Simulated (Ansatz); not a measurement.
Two G0W0 runs on GaN (F-43m).

```cif
data_structure
_symmetry_space_group_name_H-M 'P 1'
_symmetry_Int_Tables_number 1
_cell_length_a 3.1869
_cell_length_b 3.1869
_cell_length_c 3.1869
_cell_angle_alpha 60.000
_cell_angle_beta 60.000
_cell_angle_gamma 60.000
_cell_volume 22.89
loop_
_atom_site_label
_atom_site_type_symbol
_atom_site_fract_x
_atom_site_fract_y
_atom_site_fract_z
_atom_site_occupancy
Ga1 Ga 0.00000 0.00000 0.00000 1
N2 N 0.75000 0.75000 0.75000 1
```

The cell and positions are those that the Materials Project relaxed with its own functionals (PBE, PBE+U or r2SCAN), kept fixed. This is not the form that GaN usually takes at ambient conditions.

The first (Ansatz 0.2.0; start PBE with 60 % screened exact exchange, 8×8×8 mesh, 95 empty bands, screening to 150 eV, PAW set soft_1 files; 1 × NVIDIA H100 80GB HBM3 (shared by 3 runs) with 4 threads of AMD EPYC 7R13 (Zen 3), shared host) gave, on its mesh: starting gap 4.89 eV, G0W0 gap 4.20 eV, RPA ε∞ (mean) 3.53, 20 s.

Q: The second changes start from PBE with 60 % screened exact exchange to PBE+U(Ga-d,8). What does it give?

It gave: starting gap 1.79 eV, G0W0 gap 2.87 eV, RPA ε∞ (mean) 5.83, 17 s. The G0W0 gap moves by −1.32 eV, −3.10 eV from the start and +1.78 eV from the correction. Σc changes by +0.46 eV at the valence top and −0.04 eV at the conduction bottom, and Σx − Vxc between them by +2.28 eV.

Limits: not at the basis limit; no spin-orbit coupling.

[Paths, hosts, dates, memory and timing lines, banners, echoed tables and standing remarks are left out of the program output.]

[Logs are printed without paths, hosts, clocks, repeated set-up lines and the standing remarks that a program may print on its own settings, such as how far it seeks lower states.]

[Runs of the session that timed out or met a known fault of the program may be left out.]

[Cells called generated may have been cut or substituted from an entry of the Crystallography Open Database or the Materials Project.]

[Hosts, paths, dates, database ids (printed as entryN), source tags and the programs' standing remarks are cut or masked in the printed files.]
